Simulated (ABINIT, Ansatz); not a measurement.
# Lattice dynamics of Hf (Im-3m) in two programs, part 2 of 4

How does Hf (Im-3m) vibrate, and is this structure a minimum?

ABINIT 10.8.3; DFT LDA, scalar-relativistic, plane waves, PseudoDojo norm-conserving pseudopotentials.

So far. Step 3 (Relaxing the cell and atoms): The volume changes by -14.4 % in this run and stands -14.4 % from the first cell. Step 4 (Ground state): The cell stands at -0.56 GPa: the relaxation ran with a smoothed and higher cutoff, and the difference is a stress of the finite basis. The relaxed cell has a = 3.427 Å (conventional setting).

This is not the structure that Hf takes at ambient pressure and room temperature (hexagonal, No. 194); it is a model or a phase of other conditions.

### 5. Zone-centre response

At q = 0 one unit cell holds all displacements. The response is solved for single atoms along the cell's directions, and symmetry skips those that follow from others. The crystal is treated as a metal, which screens a static field, so no field response is asked.

dfpt_gamma.abi reads:

```

# common to the responses
getwfk_filepath "gso_WFK"
kptopt 2
nqpt 1
qpt 0.0 0.0 0.0
asr 0
chneut 0

# displacements
rfphon 1
rfatpol 1 1
rfdir 1 1 1
tolvrs 1.0d-10
prtwf 0

# basis, mesh and filling
ecut 25.0
ngkpt 12 12 12
nshiftk 1
shiftk 0.0 0.0 0.0
istwfk *1
occopt 6
tsmear 0.01
nband 12
nstep 100
diemac 1000000.0
prtebands 0
prtgsr 0

# cell and atoms
acell 5.608993608 5.608993608 5.608993608
rprim 
    0.5773502692 0.5773502692 0.5773502692
    -0.5773502692 0.5773502692 0.5773502692
    -0.5773502692 -0.5773502692 0.5773502692
ntypat 1
znucl 72
natom 1
typat 1
xred 
    0.0 0.0 0.0
pp_dirpath "./pseudo"
pseudos "Hf.upf"
```

On the command line:

```sh
> OMP_NUM_THREADS=1 mpirun -n 4 abinit dfpt_gamma.abi > dfpt_gamma.log
```

Numbers of over 12 decimals in the logs are rounded to 6 here.

dfpt_gamma.abo, the main output file:

```text
[banners, grids, parts of the stress and lines that vanish by symmetry left out]
- input  file    -> dfpt_gamma.abi
- output file    -> dfpt_gamma.abo
- root for input  files -> dfpt_gammai
- root for output files -> dfpt_gammao

 Symmetries : space group Im -3 m (#229); Bravais cI (body-center cubic)
================================================================================
 Values of the parameters that define the memory need of the present run (RF).
     intxc =       0      iscf =       7    lmnmax =       8     lnmax =       8
     mgfft =      27  mpssoang =       4    mqgrid =    3001     natom =       1
  nloc_mem =       1    nspden =       1   nspinor =       1    nsppol =       1
      nsym =      48    n1xccc =    2501    ntypat =       1    occopt =       6
   xclevel =       1
-    mband =          12        mffmem =           1         mkmem =         217
-   mkqmem =         217        mk1mem =         217           mpw =         856
      nfft =       19683          nkpt =         868
- my_mband =          12
================================================================================
================================================================================

--------------------------------------------------------------------------------
------------- Echo of variables that govern the present computation ------------
--------------------------------------------------------------------------------
-
- outvars: echo of selected default values
-   iomode0 =  0 , fftalg0 =312 , wfoptalg0 =  0
-
- outvars: echo of global parameters not present in the input file
-  max_nthreads =    1
-
 -outvars: echo values of preprocessed input variables --------
            acell      5.6089936080E+00  5.6089936080E+00  5.6089936080E+00 Bohr
              amu      1.78490000E+02
              asr           0
           chneut           0
             ecut      2.50000000E+01 Hartree
-          fftalg         312
           istwfk        1    0    0    0    0    0    1    0    0    0
                         0    0    0    0    0    0    0    0    0    0
                         0    0    0    0    0    0    0    0    0    0
                         0    0    0    0    0    0    0    0    0    0
                         0    0    0    0    0    0    0    0    0    0
                       outvar_i_n : Printing only first  50 k-points.
              ixc       -1012
              kpt      0.00000000E+00  0.00000000E+00  0.00000000E+00
                       8.33333333E-02  0.00000000E+00  0.00000000E+00
                       1.66666667E-01  0.00000000E+00  0.00000000E+00
                       2.50000000E-01  0.00000000E+00  0.00000000E+00
                       [...]
                       outvar_i_n : Printing only first  50 k-points.
           kptopt           2
         kptrlatt       12    0    0      0   12    0      0    0   12
          kptrlen      6.73079233E+01
P           mkmem         217
P          mkqmem         217
P          mk1mem         217
            natom           1
            nband          12
           nbdbuf           2
            ngfft          27      27      27
             nkpt         868
             nqpt           1
            nstep         100
             nsym          48
           ntypat           1
              occ      2.000000  2.000000  2.000000  2.000000  2.000000  2.000000
                       0.000000  0.000000  0.000000  0.000000  0.000000  0.000000
                       2.000000  2.000000  2.000000  2.000000  2.000000  2.000000
                       0.000000  0.000000  0.000000  0.000000  0.000000  0.000000
                       [...]
                       prtocc : prtvol=0, do not print more k-points.
           occopt           6
        optdriver           1
        prtebands           0
           prtgsr           0
           prtpot           1
            prtwf           0
           rfphon           1
            rprim      5.7735026920E-01  5.7735026920E-01  5.7735026920E-01
                      -5.7735026920E-01  5.7735026920E-01  5.7735026920E-01
                      -5.7735026920E-01 -5.7735026920E-01  5.7735026920E-01
          spgroup         229
           symrel      1  0  0   0  1  0   0  0  1      -1  0  0   0 -1  0   0  0 -1
                       0  0  1   1 -1  1   1  0  0       0  0 -1  -1  1 -1  -1  0  0
                      -1  1 -1   0  0 -1   0 -1  0       1 -1  1   0  0  1   0  1  0
                       0 -1  0  -1  0  0  -1  1 -1       0  1  0   1  0  0   1 -1  1
                       [...]
           tolvrs      1.00000000E-10
            typat      1
              wtk        0.00058    0.00116    0.00116    0.00116    0.00116    0.00116
                         0.00058    0.00116    0.00116    0.00116    0.00116    0.00116
                         0.00116    0.00116    0.00116    0.00116    0.00116    0.00116
                         0.00116    0.00116    0.00116    0.00116    0.00116    0.00116
                       [...]
                       outvars : Printing only first  50 k-points.
            znucl       72.00000

================================================================================

 chkinp: Checking input parameters for consistency.

================================================================================
== DATASET  1 ==================================================================
-   mpi_nproc: 4, omp_nthreads: 1 (-1 if OMP is not activated)

--- !DatasetInfo
iteration_state: {dtset: 1, }
dimensions: {natom: 1, nkpt: 868, mband: 12, nsppol: 1, nspinor: 1, nspden: 1, mpw: 856, }
cutoff_energies: {ecut:  25.0, pawecutdg:  -1.0, }
electrons: {nelect:   1.20000000E+01, charge:   0.00000000E+00, occopt:   6.00000000E+00, tsmear:   1.00000000E-02, }
meta: {optdriver: 1, rfphon: 1, }
...

 mkfilename: getwfk from: gso_WFK

 Real(R)+Recip(G) space primitive vectors, cartesian coordinates (Bohr,Bohr^-1):
 R(1)=  3.2383540  3.2383540  3.2383540  G(1)=  0.1543994  0.0000000  0.1543994
 R(2)= -3.2383540  3.2383540  3.2383540  G(2)= -0.1543994  0.1543994  0.0000000
 R(3)= -3.2383540 -3.2383540  3.2383540  G(3)=  0.0000000 -0.1543994  0.1543994
 Unit cell volume ucvol=  1.3584165E+02 bohr^3
 Angles (23,13,12)=  7.05287794E+01  1.09471221E+02  7.05287794E+01 degrees
 setup1 : take into account q-point for computing boxcut.

 getcut: wavevector=  0.0000  0.0000  0.0000  ngfft=  27  27  27
         ecut(hartree)=     25.000   => boxcut(ratio)=   2.06250

--- Pseudopotential description ------------------------------------------------
- pspini: atom type   1  psp file is ./pseudo/Hf.upf

   2.63260789E+02                                ecore*ucvol(ha*bohr**3)
--------------------------------------------------------------------------------

 ==>  initialize data related to q vector <==

 The list of irreducible perturbations for this q vector is:
    1)    idir= 1    ipert=   1

================================================================================

 The perturbation idir=   2  ipert=   1 is
 symmetric of a previously calculated perturbation.
 So, its SCF calculation is not needed.

 The perturbation idir=   3  ipert=   1 is
 symmetric of a previously calculated perturbation.
 So, its SCF calculation is not needed.

--------------------------------------------------------------------------------
 Perturbation wavevector (in red.coord.)   0.000000  0.000000  0.000000
 Perturbation : displacement of atom   1   along direction   1
 Found     6 symmetries that leave the perturbation invariant.
 symkpt : the number of k-points, thanks to the symmetries,
 is reduced to   189 .

--------------------------------------------------------------------------------

--------------------------------------------------------------------------------

 dfpt_looppert : total number of electrons, from k and k+q
  fully or partially occupied states are    1.200000E+01 and    1.200000E+01.
 Initialisation of the first-order wave-functions :
  ireadwf=   0

--- !BeginCycle
iteration_state: {dtset: 1, }
solver: {iscf: 7, nstep: 100, nline: 4, wfoptalg: 0, }
tolerances: {tolvrs: 1.00E-10, }
...

     iter   2DEtotal(Ha)        deltaE(Ha) residm    vres2
-ETOT  1  0.301858     -1.059E+03 3.218E+00 7.081E+01
 ETOT  2  1.51931956605722E-03 -3.003E-01 7.218E-02 1.751E+00
 ETOT  3 -2.27536687020802E-05 -1.542E-03 6.288E-05 6.045E-02
 ETOT  4 -6.23700366872981E-05 -3.962E-05 3.162E-06 2.565E-04
 ETOT  5 -6.25726643761482E-05 -2.026E-07 7.883E-09 2.485E-06
 ETOT  6 -6.25739847350815E-05 -1.320E-09 2.781E-10 3.325E-09
 ETOT  7 -6.25739738211450E-05  1.091E-11 4.388E-13 6.775E-12

 At SCF step    7       vres2   =  6.78E-12 < tolvrs=  1.00E-10 =>converged.
================================================================================

 ----iterations are completed or convergence reached----

 Mean square residual over all n,k,spin=   42.879E-16; max=  43.879E-14

 Thirteen components of 2nd-order total energy (hartree) are
 1,2,3: 0th-order hamiltonian combined with 1st-order wavefunctions
     kin0=   6.17927463E+02 eigvalue=   7.66152449E+01  local=  -3.71753651E+02
 4,5,6: 1st-order hamiltonian combined with 1st and 0th-order wfs
 loc psp =  -1.42274795E+03  Hartree=   3.18422126E+02     xc=  -6.41920677E+01
 note that "loc psp" includes a xc core correction that could be resolved
 7,8,9: eventually, occupation + non-local contributions
    edocc=   2.43799443E+02     enl0=   2.38186753E+02   enl1=  -6.95262668E+02
 1-9 gives the relaxation energy (to be shifted if some occ is /=2.0)
   erelax=  -1.05900531E+03
 10,11,12 Non-relaxation  contributions : frozen-wavefunctions and Ewald
 fr.local=   6.76123114E+02 fr.nonlo=   3.47632005E+02  Ewald=   0.00000000E+00
 13,14 Frozen wf xc core corrections (1) and (2)
 frxc 1  =  -1.38754834E+02  frxc 2 =   1.74004964E+02
 Resulting in :
 2DEtotal=   -0.6257397382E-04 Ha. Also 2DEtotal=   -0.170272457059E-02 eV
    (2DErelax=   -1.0590053111E+03 Ha. 2DEnonrelax=    1.0590052485E+03 Ha)
    (  non-var. 2DEtotal :   -6.2620070651E-05 Ha)

================================================================================

 ---- first-order wavefunction calculations are completed ----

 ==> Compute Derivative Database <==

  2nd-order matrix (non-cartesian coordinates, masses not included,
   asr not included )
     j1       j2             matrix element
  dir pert dir pert     real part     imaginary part

   1    1   1    1        -0.0000626176         0.0000000000
   1    1   2    1        -0.0000208725         0.0000000000
   1    1   3    1         0.0000208725         0.0000000000
   1    1   2    3         0.0000000000         0.0000000000
   1    1   3    3         0.0000000000         0.0000000000

   2    1   1    1        -0.0000208725         0.0000000000
   2    1   2    1        -0.0000626176         0.0000000000
   2    1   3    1        -0.0000208725         0.0000000000
   2    1   1    3         0.0000000000         0.0000000000
   2    1   3    3         0.0000000000         0.0000000000

   3    1   1    1         0.0000208725         0.0000000000
   3    1   2    1        -0.0000208725         0.0000000000
   3    1   3    1        -0.0000626176         0.0000000000
   3    1   1    3         0.0000000000         0.0000000000
   3    1   2    3         0.0000000000         0.0000000000

   1    3   2    1         0.0000000000         0.0000000000
   1    3   3    1         0.0000000000         0.0000000000

   2    3   1    1         0.0000000000         0.0000000000
   2    3   3    1         0.0000000000         0.0000000000

   3    3   1    1         0.0000000000         0.0000000000
   3    3   2    1         0.0000000000         0.0000000000

  Dynamical matrix, in cartesian coordinates,
   if specified in the inputs, asr has been imposed
     j1       j2             matrix element
  dir pert dir pert     real part    imaginary part

   1    1   1    1        -0.0000019903         0.0000000000
   1    1   2    1        -0.0000000000         0.0000000000
   1    1   3    1         0.0000000000         0.0000000000

   2    1   1    1        -0.0000000000         0.0000000000
   2    1   2    1        -0.0000019903         0.0000000000
   2    1   3    1        -0.0000000000         0.0000000000

   3    1   1    1         0.0000000000         0.0000000000
   3    1   2    1        -0.0000000000         0.0000000000
   3    1   3    1        -0.0000019903         0.0000000000

  Phonon wavevector (reduced coordinates) :  0.00000  0.00000  0.00000
 Phonon energies in Hartree :
  -2.473297E-06 -2.473297E-06 -2.473296E-06
 Phonon frequencies in cm-1    :
- -5.428260E-01 -5.428259E-01 -5.428258E-01

== END DATASET(S) ==============================================================
================================================================================

 -outvars: echo values of variables after computation
            acell      5.6089936080E+00  5.6089936080E+00  5.6089936080E+00 Bohr
           etotal     -6.2573973821E-05
            fcart      0.0000000000E+00  0.0000000000E+00  0.0000000000E+00
           strten      0.0000000000E+00  0.0000000000E+00  0.0000000000E+00
================================================================================
```

Run time: 17 s. Hardware: 4 MPI ranks of Arm Neoverse V1, shared host.

With one atom there are acoustic modes alone, which should vanish; they come out at 0.54 cm⁻¹ in size, the error that the sum rule removes later.

### 6. Zone-centre analysis

anaddb reads the merged derivatives and imposes the acoustic sum rule.

anaddb.abi reads:

```
ddb_filepath "gamma_DDB"
output_file "anaddb.abo"
outdata_prefix "anaddb"
asr 1
chneut 1
enunit 2
eivec 1
nph1l 1
qph1l 0.0 0.0 0.0 1.0
```

mrgddb.in reads:

```
gamma_DDB
merged
2
dfpt_gammao_DDB
gso_DDB
```

On the command line:

```sh
> mrgddb < mrgddb.in > mrgddb.log
> OMP_NUM_THREADS=1 anaddb anaddb.abi > anaddb.log
```

anaddb.abo, the main output file:

```text
-outvars_anaddb: echo values of input variables ----------------------

 Miscellaneous information :
      enunit         2
       eivec         1
         asr         1
 First list of wavevector (reduced coord.) :
       nph1l         1
       qph1l
                     0.00000000E+00  0.00000000E+00  0.00000000E+00    1.000E+00

================================================================================

 read the DDB information and perform some checks

  ==== Info on the Cryst% object ====
 Real(R)+Recip(G) space primitive vectors, cartesian coordinates (Bohr,Bohr^-1):
 R(1)=  3.2383540  3.2383540  3.2383540  G(1)=  0.1543994  0.0000000  0.1543994
 R(2)= -3.2383540  3.2383540  3.2383540  G(2)= -0.1543994  0.1543994  0.0000000
 R(3)= -3.2383540 -3.2383540  3.2383540  G(3)=  0.0000000 -0.1543994  0.1543994
 Unit cell volume ucvol=  1.3584165E+02 bohr^3
 Angles (23,13,12)=  7.05287794E+01  1.09471221E+02  7.05287794E+01 degrees
 Time-reversal symmetry is present
 Reduced atomic positions [iatom, xred, symbol]:
    1)    0.0000000  0.0000000  0.0000000  Hf

 DDB file with 3 blocks has been read.

================================================================================

 Treat the first list of vectors

  Phonon wavevector (reduced coordinates) :  0.00000  0.00000  0.00000
 Phonon energies in Hartree :
   0.000000E+00  0.000000E+00  0.000000E+00
 Phonon energies in meV     :
-  0.000000E+00  0.000000E+00  0.000000E+00
 Phonon frequencies in cm-1    :
-  0.000000E+00  0.000000E+00  0.000000E+00
 Phonon frequencies in Thz     :
-  0.000000E+00  0.000000E+00  0.000000E+00
 Phonon energies in Kelvin  :
-  0.000000E+00  0.000000E+00  0.000000E+00

 Eigendisplacements
 (will be given, for each mode : in cartesian coordinates
   for each atom the real part of the displacement vector,
   then the imaginary part of the displacement vector - absolute values smaller than 1.0d-7 are set to zero)
  Mode number    1   Energy    0.000000E+00
 Attention : low frequency mode.
   (Could be unstable or acoustic mode)
-  1  0.00000000E+00  0.00000000E+00  1.75312549E-03
-     0.00000000E+00  0.00000000E+00  0.00000000E+00
  Mode number    2   Energy    0.000000E+00
 Attention : low frequency mode.
   (Could be unstable or acoustic mode)
-  1  0.00000000E+00  1.75312549E-03  0.00000000E+00
-     0.00000000E+00  0.00000000E+00  0.00000000E+00
  Mode number    3   Energy    0.000000E+00
 Attention : low frequency mode.
   (Could be unstable or acoustic mode)
-  1  1.75312549E-03  0.00000000E+00  0.00000000E+00
-     0.00000000E+00  0.00000000E+00  0.00000000E+00

 Analysis of degeneracies and characters (maximum tolerance=1.00E-06 a.u.)
 For each vibration mode, or group of modes if degenerate,
 the characters are given for each symmetry operation (see the list in the log file).
 Symmetry characters of vibration mode #   1
       degenerate with vibration modes #   2 to    3
  3.0 -3.0 -1.0  1.0 -1.0  1.0 -1.0  1.0  1.0 -1.0 -1.0  1.0  1.0 -1.0 -1.0  1.0
 -0.0  0.0  0.0 -0.0  0.0 -0.0  0.0 -0.0  1.0 -1.0 -1.0  1.0 -1.0  1.0  1.0 -1.0
 -0.0  0.0 -0.0  0.0  0.0 -0.0  0.0 -0.0  1.0 -1.0  1.0 -1.0 -1.0  1.0 -1.0  1.0
-
```

Run time: 0.51 s. Hardware: 1 thread.

Zone-centre frequencies as printed; negative means imaginary. Modes:

```csv
mode,frequency (cm⁻¹)
1,0
2,0
3,0
```

### 7. Sum rules set otherwise (asr 0)

Without the rule the raw error of the acoustic modes shows.

Changes to anaddb.abi since step 6:

```diff
@@ -3,4 +3,4 @@
 outdata_prefix "anaddb"
-asr 1
-chneut 1
+asr 0
+chneut 0
 enunit 2
```

mrgddb.in is that of step 6.

anaddb.abo, the main output file:

```text
-outvars_anaddb: echo values of input variables ----------------------

 Miscellaneous information :
      enunit         2
       eivec         1
      chneut         0
 First list of wavevector (reduced coord.) :
       nph1l         1
       qph1l
                     0.00000000E+00  0.00000000E+00  0.00000000E+00    1.000E+00

================================================================================

 read the DDB information and perform some checks

  ==== Info on the Cryst% object ====
 Real(R)+Recip(G) space primitive vectors, cartesian coordinates (Bohr,Bohr^-1):
 R(1)=  3.2383540  3.2383540  3.2383540  G(1)=  0.1543994  0.0000000  0.1543994
 R(2)= -3.2383540  3.2383540  3.2383540  G(2)= -0.1543994  0.1543994  0.0000000
 R(3)= -3.2383540 -3.2383540  3.2383540  G(3)=  0.0000000 -0.1543994  0.1543994
 Unit cell volume ucvol=  1.3584165E+02 bohr^3
 Angles (23,13,12)=  7.05287794E+01  1.09471221E+02  7.05287794E+01 degrees
 Time-reversal symmetry is present
 Reduced atomic positions [iatom, xred, symbol]:
    1)    0.0000000  0.0000000  0.0000000  Hf

 DDB file with 3 blocks has been read.

================================================================================

 Treat the first list of vectors

  Phonon wavevector (reduced coordinates) :  0.00000  0.00000  0.00000
 Phonon energies in Hartree :
  -2.473297E-06 -2.473297E-06 -2.473296E-06
 Phonon energies in meV     :
- -6.730184E-02 -6.730184E-02 -6.730182E-02
 Phonon frequencies in cm-1    :
- -5.428260E-01 -5.428259E-01 -5.428258E-01
 Phonon frequencies in Thz     :
- -1.627351E-02 -1.627351E-02 -1.627351E-02
 Phonon energies in Kelvin  :
- -7.810055E-01 -7.810054E-01 -7.810052E-01

 Eigendisplacements
 (will be given, for each mode : in cartesian coordinates
   for each atom the real part of the displacement vector,
   then the imaginary part of the displacement vector - absolute values smaller than 1.0d-7 are set to zero)
  Mode number    1   Energy   -2.473297E-06
 Attention : low frequency mode.
   (Could be unstable or acoustic mode)
-  1  0.00000000E+00  0.00000000E+00  1.75312549E-03
-     0.00000000E+00  0.00000000E+00  0.00000000E+00
  Mode number    2   Energy   -2.473297E-06
 Attention : low frequency mode.
   (Could be unstable or acoustic mode)
-  1  0.00000000E+00  1.75312549E-03  0.00000000E+00
-     0.00000000E+00  0.00000000E+00  0.00000000E+00
  Mode number    3   Energy   -2.473296E-06
 Attention : low frequency mode.
   (Could be unstable or acoustic mode)
-  1  1.75312549E-03  0.00000000E+00  0.00000000E+00
-     0.00000000E+00  0.00000000E+00  0.00000000E+00

 Analysis of degeneracies and characters (maximum tolerance=1.00E-06 a.u.)
 For each vibration mode, or group of modes if degenerate,
 the characters are given for each symmetry operation (see the list in the log file).
 Symmetry characters of vibration mode #   1
       degenerate with vibration modes #   2 to    3
  3.0 -3.0 -1.0  1.0 -1.0  1.0 -1.0  1.0  1.0 -1.0 -1.0  1.0  1.0 -1.0 -1.0  1.0
 -0.0  0.0  0.0 -0.0  0.0 -0.0 -0.0  0.0  1.0 -1.0 -1.0  1.0 -1.0  1.0  1.0 -1.0
 -0.0  0.0  0.0 -0.0 -0.0  0.0  0.0 -0.0  1.0 -1.0  1.0 -1.0 -1.0  1.0 -1.0  1.0
-
```

Run time: 0.5 s. Hardware: 1 thread.

This step gave:

```
largest acoustic frequency at the zone centre before the sum rule : -0.54 cm⁻¹
```

Zone-centre frequencies as printed; negative means imaginary. Modes:

```csv
mode,frequency (cm⁻¹)
1,-0.54
2,-0.54
3,-0.54
```

(Continued in part 3 of 4.)

[Host names and launcher messages were left out of these logs when they were recorded.]

[Logs are printed without paths, hosts, clocks, repeated set-up lines and the standing remarks that a program may print on its own settings, such as how far it seeks lower states.]

[Hosts, paths, dates, database ids (printed as entryN), source tags and the programs' standing remarks are cut or masked in the printed files.]
